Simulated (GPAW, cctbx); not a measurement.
## Zr3Cr3Sb2Pt: what bonding does to one electron reflection, worked out

Zr3Cr3Sb2Pt, P-62m (no. 189), a = 7.8399 Å, b = 7.8399 Å, c = 3.3787 Å, α = 90.00°, β = 90.00°, γ = 120.00°.

| atom | mult. | x | y | z |
| --- | --- | --- | --- | --- |
| Pt1 | 1 | 0 | 0 | 1/2 |
| Sb1 | 2 | 2/3 | 1/3 | 0 |
| Zr1 | 3 | 0.2683 | 0 | 0 |
| Cr1 | 3 | 0 | 0.6202 | 1/2 |

The start was made by putting kin elements into a known structure type; the compound need not exist, or be stable, in this form.

A DFT run (GPAW, PBE, 450 eV, 7×4×4 k-points (along the axes of the calculation cell), Fermi–Dirac width 0.1 eV, spin-polarised) gives the static X-ray structure factor of 100 as 45.870 e for the conventional cell; superposed free atoms give 45.737 e. **Problem.** Find the Fourier component V of the crystal potential and the two-beam extinction distance at 200 kV in both cases.

## 1. Geometry

The cell volume is Ω = 179.85 Å³ and d(100) = 6.7896 Å, so g = 1/d = 0.1473 Å⁻¹.

## 2. The nuclei

Electrons feel nuclei as well as electrons, so the nuclear charges are summed with the same phases.

Phase sums Σ exp(2πi h·x), turned so that the total is real and positive: Pt +1.000, Sb -1.000, Zr +0.770, Cr -0.456. Then F_Z = 78 × (+1.000) + 51 × (-1.000) + 40 × (+0.770) + 24 × (-0.456) = 46.88 e. The electron term has the same sign for this reflection.

## 3. Mott–Bethe

Poisson's equation, term by term, gives V = (e/4πε₀)(F_Z − F)/(πΩg²), with e/4πε₀ = 14.3996 V Å.

The prefactor is 14.3996 × 6.7896²/(π × 179.85) = 1.17486 V per electron. Free atoms: (46.88 − 45.737) × 1.17486 = 1.339 V. Crystal: (46.88 − 45.870) × 1.17486 = 1.183 V. F changes by +0.29 % and V by -11.7 %: the same 0.13 e is measured against F_Z − F = 1.1 e in place of F = 45.7 e.

## 4. Extinction distance

In the two-beam case ξ = 1/(λU) with U = 2γm₀eV/h², that is ξ = 150.41 V Å²/(γλV).

At 200 kV, λ = 0.02508 Å and γ = 1.3914. Free atoms: ξ = 3219 Å. Crystal: ξ = 3644 Å. The thickness fringes go as sin²(πt/ξ), so the two patterns slip by a quarter of a period when t|1/ξ₁ − 1/ξ₀| = 1/4, at t ≈ 690 nm. Thermal motion, absorption and many-beam coupling, left out here, change a real pattern.

## 5. Answer

V(100) is 1.18 V against 1.34 V, and ξ is 3644 against 3219 Å. Limits: static atoms, two beams; a ferromagnetic start is the only order tried, and the real ground state may be antiferromagnetic or insulating.
